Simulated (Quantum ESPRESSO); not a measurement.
# Optical response of BN, part 2 of 3

Aim: the dielectric function of BN, and the optical constants that follow from it. The cell comes from an older database entry, whose edges can differ from later determinations, mostly by under a per cent.

Quantum ESPRESSO 7.5; DFT, PBE, plane waves with norm-conserving potentials (PseudoDojo), scalar-relativistic, independent-particle optical response without local fields and without the non-local commutator.

So far. Step 2 (Ground state): There is a gap, 5.48 eV on this mesh (points off the mesh can give less), so no carriers' term is needed.

The database entry behind the starting cell has ideal inner coordinates that were not refined, so it need not match the best structure at ambient conditions.

**3. Ground state with the final occupations**

Level of this step: DFT, PBE, plane waves with norm-conserving potentials (PseudoDojo), scalar-relativistic, ground state (Quantum ESPRESSO).

The ground state once more, with the occupations that the first run showed to fit.

File scf.in:

```
&control
  calculation = 'scf'
  prefix = 'x'
  outdir = './tmp'
  pseudo_dir = './'
  verbosity = 'high'
/
&system
  ibrav = 0
  nat = 4
  ntyp = 2
  ecutwfc = 90
  occupations = 'fixed'
/
&electrons
  conv_thr = 1e-09
  electron_maxstep = 100
/
ATOMIC_SPECIES
  N 1.0 N.upf
  B 1.0 B.upf
CELL_PARAMETERS angstrom
  2.536000000002 0.000000000000 0.000000000000
  -1.268000000001 2.196240423999 0.000000000000
  0.000000000000 0.000000000000 4.199000000000
ATOMIC_POSITIONS crystal
  N 0.333333333333 0.666666666667 0.875000000000
  N 0.666666666667 0.333333333333 0.375000000000
  B 0.333333333333 0.666666666667 0.500000000000
  B 0.666666666667 0.333333333333 0.000000000000
K_POINTS automatic
  10 10 5 0 0 0
```

The run is started by

```bash
$ mpirun -n 4 pw.x -nk 4 -in scf.in
```

Log:

```text
[banner, memory and clock lines left out]

     using ibrav=0 with symmetry is DISCOURAGED, use correct ibrav instead

     G-vector sticks info

     bravais-lattice index     =            0
     lattice parameter (alat)  =       4.7923  a.u.
     unit-cell volume          =     157.8235 (a.u.)^3
     number of atoms/cell      =            4
     number of atomic types    =            2
     number of electrons       =        16.00
     number of Kohn-Sham states=            8
     kinetic-energy cutoff     =      90.0000  Ry
     charge density cutoff     =     360.0000  Ry
     scf convergence threshold =      1.0E-09
     mixing beta               =       0.7000
     number of iterations used =            8  plain     mixing
     Exchange-correlation= PBE
                           (   1   4   3   4   0   0   0)

     celldm(1)=   4.792345  celldm(2)=   0.000000  celldm(3)=   0.000000
     celldm(4)=   0.000000  celldm(5)=   0.000000  celldm(6)=   0.000000

     crystal axes: (cart. coord. in units of alat)
               a(1) = (   1.000000   0.000000   0.000000 )
               a(2) = (  -0.500000   0.866025   0.000000 )
               a(3) = (   0.000000   0.000000   1.655757 )

     reciprocal axes: (cart. coord. in units 2 pi/alat)
               b(1) = (  1.000000  0.577350 -0.000000 )
               b(2) = (  0.000000  1.154701  0.000000 )
               b(3) = (  0.000000 -0.000000  0.603953 )

     ./N.upf
     Pseudo is Norm-conserving + core correction, Zval =  5.0
     Generated using ONCVPSP code by D. R. Hamann
     Using radial grid of 1058 points,  4 beta functions with:
                l(1) =   0
                l(2) =   0
                l(3) =   1
                l(4) =   1

     ./B.upf
     Pseudo is Norm-conserving + core correction, Zval =  3.0
     Generated using ONCVPSP code by D. R. Hamann
     Using radial grid of 1534 points,  4 beta functions with:
                l(1) =   0
                l(2) =   0
                l(3) =   1
                l(4) =   1

     atomic species   valence    mass     pseudopotential
     N                 5.00     1.00000     N ( 1.00)
     B                 3.00     1.00000     B ( 1.00)

     12 Sym. Ops. (no inversion) found ( 6 have fractional translation)

                                    s                        frac. trans.

     [... symmetry matrices left out ...]
   Cartesian axes

     site n.     atom                  positions (alat units)
         1        N      tau(   1) = (  -0.0000000   0.5773503   1.4487875  )
         2        N      tau(   2) = (   0.5000000   0.2886751   0.6209089  )
         3        B      tau(   3) = (  -0.0000000   0.5773503   0.8278785  )
         4        B      tau(   4) = (   0.5000000   0.2886751   0.0000000  )

   Crystallographic axes

     site n.     atom                  positions (cryst. coord.)
         1        N      tau(   1) = (  0.3333333  0.6666667  0.8750000  )
         2        N      tau(   2) = (  0.6666667  0.3333333  0.3750000  )
         3        B      tau(   3) = (  0.3333333  0.6666667  0.5000000  )
         4        B      tau(   4) = (  0.6666667  0.3333333  0.0000000  )

     number of k points=    42
                       cart. coord. in units 2pi/alat
        k(    1) = (   0.0000000   0.0000000   0.0000000), wk =   0.0040000
        k(    2) = (   0.0000000   0.0000000   0.1207907), wk =   0.0080000
        k(    3) = (   0.0000000   0.0000000   0.2415813), wk =   0.0080000
        k(    4) = (   0.0000000   0.1154701   0.0000000), wk =   0.0240000
        k(    5) = (   0.0000000   0.1154701   0.1207907), wk =   0.0480000
        k(    6) = (   0.0000000   0.1154701   0.2415813), wk =   0.0480000
        k(    7) = (   0.0000000   0.2309401   0.0000000), wk =   0.0240000
        k(    8) = (   0.0000000   0.2309401   0.1207907), wk =   0.0480000
        k(    9) = (   0.0000000   0.2309401   0.2415813), wk =   0.0480000
        k(   10) = (   0.0000000   0.3464102   0.0000000), wk =   0.0240000
        k(   11) = (   0.0000000   0.3464102   0.1207907), wk =   0.0480000
        k(   12) = (   0.0000000   0.3464102   0.2415813), wk =   0.0480000
        k(   13) = (   0.0000000   0.4618802   0.0000000), wk =   0.0240000
        k(   14) = (   0.0000000   0.4618802   0.1207907), wk =   0.0480000
        k(   15) = (   0.0000000   0.4618802   0.2415813), wk =   0.0480000
        k(   16) = (   0.0000000  -0.5773503   0.0000000), wk =   0.0120000
[...]
cryst. coord.
[...]
k(   35) = (   0.2000000   0.3000000   0.2000000), wk =   0.0960000
        k(   36) = (   0.2000000   0.3000000   0.4000000), wk =   0.0960000
        k(   37) = (   0.2000000   0.4000000   0.0000000), wk =   0.0240000
        k(   38) = (   0.2000000   0.4000000   0.2000000), wk =   0.0480000
        k(   39) = (   0.2000000   0.4000000   0.4000000), wk =   0.0480000
        k(   40) = (   0.3000000   0.3000000   0.0000000), wk =   0.0240000
        k(   41) = (   0.3000000   0.3000000   0.2000000), wk =   0.0480000
        k(   42) = (   0.3000000   0.3000000   0.4000000), wk =   0.0480000

     Dense  grid:    18185 G-vectors     FFT dimensions: (  30,  30,  48)

     Initial potential from superposition of free atoms

     starting charge      15.9995, renormalised to      16.0000
     Starting wfcs are   16 randomized atomic wfcs

     Self-consistent Calculation

     iteration #  1     ecut=    90.00 Ry     beta= 0.70
     Davidson diagonalization with overlap

            48 MiB given to the printing process from OS
            17 MiB allocation reported by mallinfo(arena+hblkhd)
------------------
     ethr =  1.00E-02,  avg # of iterations =  2.0

     total energy              =     -53.47260616 Ry
     estimated scf accuracy    <       0.43726675 Ry

     iteration #  2     ecut=    90.00 Ry     beta= 0.70
     Davidson diagonalization with overlap

            55 MiB given to the printing process from OS
            23 MiB allocation reported by mallinfo(arena+hblkhd)
------------------
     ethr =  2.73E-03,  avg # of iterations =  2.1

     total energy              =     -53.59778906 Ry
     estimated scf accuracy    <       0.08818022 Ry

     iteration #  3     ecut=    90.00 Ry     beta= 0.70
     Davidson diagonalization with overlap

            56 MiB given to the printing process from OS
            24 MiB allocation reported by mallinfo(arena+hblkhd)
------------------
     ethr =  5.51E-04,  avg # of iterations =  1.5

     total energy              =     -53.59913483 Ry
     estimated scf accuracy    <       0.00896482 Ry

     iteration #  4     ecut=    90.00 Ry     beta= 0.70
     Davidson diagonalization with overlap

            57 MiB given to the printing process from OS
            24 MiB allocation reported by mallinfo(arena+hblkhd)
------------------
     ethr =  5.60E-05,  avg # of iterations =  3.7

     total energy              =     -53.60449595 Ry
     estimated scf accuracy    <       0.01235781 Ry

     iteration #  5     ecut=    90.00 Ry     beta= 0.70
     Davidson diagonalization with overlap

            57 MiB given to the printing process from OS
            25 MiB allocation reported by mallinfo(arena+hblkhd)
------------------
     ethr =  5.60E-05,  avg # of iterations =  2.0

     total energy              =     -53.60416856 Ry
     estimated scf accuracy    <       0.00181665 Ry

     iteration #  6     ecut=    90.00 Ry     beta= 0.70
     Davidson diagonalization with overlap

            58 MiB given to the printing process from OS
            25 MiB allocation reported by mallinfo(arena+hblkhd)
------------------
     ethr =  1.14E-05,  avg # of iterations =  4.0

     total energy              =     -53.60540676 Ry
     estimated scf accuracy    <       0.00175132 Ry

     iteration #  7     ecut=    90.00 Ry     beta= 0.70
     Davidson diagonalization with overlap

            58 MiB given to the printing process from OS
            26 MiB allocation reported by mallinfo(arena+hblkhd)
------------------
     ethr =  1.09E-05,  avg # of iterations =  1.0

     total energy              =     -53.60519518 Ry
     estimated scf accuracy    <       0.00059831 Ry

     iteration #  8     ecut=    90.00 Ry     beta= 0.70
     Davidson diagonalization with overlap

            59 MiB given to the printing process from OS
            26 MiB allocation reported by mallinfo(arena+hblkhd)
------------------
     ethr =  3.74E-06,  avg # of iterations =  2.2

     total energy              =     -53.60533823 Ry
     estimated scf accuracy    <       0.00000528 Ry

     iteration #  9     ecut=    90.00 Ry     beta= 0.70
     Davidson diagonalization with overlap

            60 MiB given to the printing process from OS
            27 MiB allocation reported by mallinfo(arena+hblkhd)
------------------
     ethr =  3.30E-08,  avg # of iterations =  6.5

     total energy              =     -53.60535820 Ry
     estimated scf accuracy    <       0.00004880 Ry

     iteration # 10     ecut=    90.00 Ry     beta= 0.70
     Davidson diagonalization with overlap

            60 MiB given to the printing process from OS
            28 MiB allocation reported by mallinfo(arena+hblkhd)
------------------
     ethr =  3.30E-08,  avg # of iterations =  2.0

     total energy              =     -53.60534415 Ry
     estimated scf accuracy    <       0.00002532 Ry

     iteration # 11     ecut=    90.00 Ry     beta= 0.70
     Davidson diagonalization with overlap

            60 MiB given to the printing process from OS
            28 MiB allocation reported by mallinfo(arena+hblkhd)
------------------
     ethr =  3.30E-08,  avg # of iterations =  3.7

     total energy              =     -53.60535182 Ry
     estimated scf accuracy    <       0.00000116 Ry

     iteration # 12     ecut=    90.00 Ry     beta= 0.70
     Davidson diagonalization with overlap

            60 MiB given to the printing process from OS
            28 MiB allocation reported by mallinfo(arena+hblkhd)
------------------
     ethr =  7.23E-09,  avg # of iterations =  2.0

     total energy              =     -53.60535187 Ry
     estimated scf accuracy    <       0.00000018 Ry

     iteration # 13     ecut=    90.00 Ry     beta= 0.70
     Davidson diagonalization with overlap

            60 MiB given to the printing process from OS
            28 MiB allocation reported by mallinfo(arena+hblkhd)
------------------
     ethr =  1.09E-09,  avg # of iterations =  2.3

     total energy              =     -53.60535193 Ry
     estimated scf accuracy    <          3.5E-09 Ry

     iteration # 14     ecut=    90.00 Ry     beta= 0.70
     Davidson diagonalization with overlap

            60 MiB given to the printing process from OS
            28 MiB allocation reported by mallinfo(arena+hblkhd)
------------------
     ethr =  2.21E-11,  avg # of iterations =  3.6

     total energy              =     -53.60535193 Ry
     estimated scf accuracy    <       0.00000002 Ry

     iteration # 15     ecut=    90.00 Ry     beta= 0.70
     Davidson diagonalization with overlap

            60 MiB given to the printing process from OS
            28 MiB allocation reported by mallinfo(arena+hblkhd)
------------------
     ethr =  2.21E-11,  avg # of iterations =  1.0

     total energy              =     -53.60535192 Ry
     estimated scf accuracy    <       0.00000002 Ry

     iteration # 16     ecut=    90.00 Ry     beta= 0.70
     Davidson diagonalization with overlap

            60 MiB given to the printing process from OS
            28 MiB allocation reported by mallinfo(arena+hblkhd)
------------------
     ethr =  2.21E-11,  avg # of iterations =  3.1

     End of self-consistent calculation

          k = 0.0000 0.0000 0.0000 (  2249 PWs)   bands (ev):

    -9.0274  -4.8274   0.4692   9.3338   9.3338  11.2208  11.4681  11.4681

     occupation numbers
     1.0000   1.0000   1.0000   1.0000   1.0000   1.0000   1.0000   1.0000

          k = 0.0000 0.0000 0.1208 (  2286 PWs)   bands (ev):

    -8.7865  -5.6112   1.6794   9.5031   9.5031   9.9611  11.2176  11.2176

     occupation numbers
     1.0000   1.0000   1.0000   1.0000   1.0000   1.0000   1.0000   1.0000

          k = 0.0000 0.0000 0.2416 (  2298 PWs)   bands (ev):

    -8.0767  -6.9531   4.2535   7.2370   9.9733   9.9733  10.6211  10.6211

     occupation numbers
     1.0000   1.0000   1.0000   1.0000   1.0000   1.0000   1.0000   1.0000

          k = 0.0000 0.1155 0.0000 (  2269 PWs)   bands (ev):

    -8.8080  -4.6592   0.6868   8.3612   8.9339  10.6619  11.0040  11.2382

     occupation numbers
     1.0000   1.0000   1.0000   1.0000   1.0000   1.0000   1.0000   1.0000

          k = 0.0000 0.1155 0.1208 (  2278 PWs)   bands (ev):

    -8.5686  -5.4262   1.8670   8.5432   9.1129   9.7265  10.5467  10.9609

     occupation numbers
     1.0000   1.0000   1.0000   1.0000   1.0000   1.0000   1.0000   1.0000

          k = 0.0000 0.1155 0.2416 (  2285 PWs)   bands (ev):

    -7.8639  -6.7502   4.3758   7.2362   9.0701   9.6129   9.8095  10.3094

     occupation numbers
     1.0000   1.0000   1.0000   1.0000   1.0000   1.0000   1.0000   1.0000

     [... further k points left out ...]

     highest occupied level (ev):    11.4681

!    total energy              =     -53.60535193 Ry
     estimated scf accuracy    <          1.3E-10 Ry

     The total energy is the sum of the following terms:
     one-electron contribution =       9.51322400 Ry
     hartree contribution      =       7.19559737 Ry
     xc contribution           =     -17.52330372 Ry
     ewald contribution        =     -52.79086958 Ry

     convergence has been achieved in  16 iterations

     XML data file, charge density, pseudopotentials, collected wavefunctions

                                        0.00s GPU  (     682 calls)
```

The job ended after 9.6 s (4 MPI ranks of Arm Neoverse N1, shared host; peak memory 0.06 GiB).

**4. Bands on the whole mesh, 14×14×8**

The response needs many more empty bands than the density does.

This step: DFT, PBE, plane waves with norm-conserving potentials (PseudoDojo), scalar-relativistic, bands at fixed density (Quantum ESPRESSO 7.5).

nscf.in, as its differences from scf.in of step 3:

```diff
@@ -1,3 +1,3 @@
 &control
-  calculation = 'scf'
+  calculation = 'nscf'
   prefix = 'x'
@@ -5,3 +5,2 @@
   pseudo_dir = './'
-  verbosity = 'high'
 /
@@ -13,2 +12,5 @@
   occupations = 'fixed'
+  nbnd = 20
+  nosym = .true.
+  noinv = .true.
 /
@@ -17,2 +19,3 @@
   electron_maxstep = 100
+  diago_full_acc = .true.
 /
@@ -31,2 +34,2 @@
 K_POINTS automatic
-  10 10 5 0 0 0
+  14 14 8 0 0 0
```

The run is started by

```bash
$ mpirun -n 4 pw.x -nk 4 -in nscf.in
```

Log:

```text
[banner, memory and clock lines left out]

     Atomic positions and unit cell read from directory:

     G-vector sticks info

     bravais-lattice index     =            0
     lattice parameter (alat)  =       4.7923  a.u.
     unit-cell volume          =     157.8235 (a.u.)^3
     number of atoms/cell      =            4
     number of atomic types    =            2
     number of electrons       =        16.00
     number of Kohn-Sham states=           20
     kinetic-energy cutoff     =      90.0000  Ry
     charge density cutoff     =     360.0000  Ry
     Exchange-correlation= PBE
                           (   1   4   3   4   0   0   0)

     celldm(1)=   4.792345  celldm(2)=   0.000000  celldm(3)=   0.000000
     celldm(4)=   0.000000  celldm(5)=   0.000000  celldm(6)=   0.000000

     crystal axes: (cart. coord. in units of alat)
               a(1) = (   1.000000   0.000000   0.000000 )
               a(2) = (  -0.500000   0.866025   0.000000 )
               a(3) = (   0.000000   0.000000   1.655757 )

     reciprocal axes: (cart. coord. in units 2 pi/alat)
               b(1) = (  1.000000  0.577350 -0.000000 )
               b(2) = (  0.000000  1.154701  0.000000 )
               b(3) = (  0.000000 -0.000000  0.603953 )

     ./N.upf
     Pseudo is Norm-conserving + core correction, Zval =  5.0
     Generated using ONCVPSP code by D. R. Hamann
     Using radial grid of 1058 points,  4 beta functions with:
                l(1) =   0
                l(2) =   0
                l(3) =   1
                l(4) =   1

     ./B.upf
     Pseudo is Norm-conserving + core correction, Zval =  3.0
     Generated using ONCVPSP code by D. R. Hamann
     Using radial grid of 1534 points,  4 beta functions with:
                l(1) =   0
                l(2) =   0
                l(3) =   1
                l(4) =   1

     atomic species   valence    mass     pseudopotential
     N                 5.00     1.00000     N ( 1.00)
     B                 3.00     1.00000     B ( 1.00)

     No symmetry found

   Cartesian axes

     site n.     atom                  positions (alat units)
         1        N      tau(   1) = (  -0.0000000   0.5773503   1.4487875  )
         2        N      tau(   2) = (   0.5000000   0.2886751   0.6209089  )
         3        B      tau(   3) = (  -0.0000000   0.5773503   0.8278785  )
         4        B      tau(   4) = (   0.5000000   0.2886751   0.0000000  )

     number of k points=  1568

     Number of k-points >= 100: set verbosity='high' to print them.

     Dense  grid:    18185 G-vectors     FFT dimensions: (  30,  30,  48)

     The potential is recalculated from file :

     Starting wfcs are   16 randomized atomic wfcs +    4 random wfcs

     Band Structure Calculation
     Davidson diagonalization with overlap

     ethr =  6.25E-12,  avg # of iterations = 30.7

     End of band structure calculation

     Number of k-points >= 100: set verbosity='high' to print the bands.

     highest occupied, lowest unoccupied level (ev):    11.4680   16.8524

     XML data file, pseudopotentials, collected wavefunctions

                                        0.00s GPU  (   13461 calls)

[... left out ...]
ulation
     Davidson diagonalization with overlap

     ethr =  6.25E-12,  avg # of iterations = 30.7

     End of band structure calculation

     Number of k-points >= 100: set verbosity='high' to print the bands.

     highest occupied, lowest unoccupied level (ev):    11.4680   16.8524

     XML data file, pseudopotentials, collected wavefunctions

                                        0.00s GPU  (   13461 calls)
```

The job ended after 4.7 min (4 MPI ranks; peak memory 0.05 GiB).

(Continued in part 3 of 3.)

[Machine, clock, banner and «Message from routine» lines are left out of the logs.]

[Logs are printed without paths, hosts, clocks, repeated set-up lines and the standing remarks that a program may print on its own settings, such as how far it seeks lower states.]

[Hosts, paths, dates, database ids (printed as entryN), source tags and the programs' standing remarks are cut or masked in the printed files.]
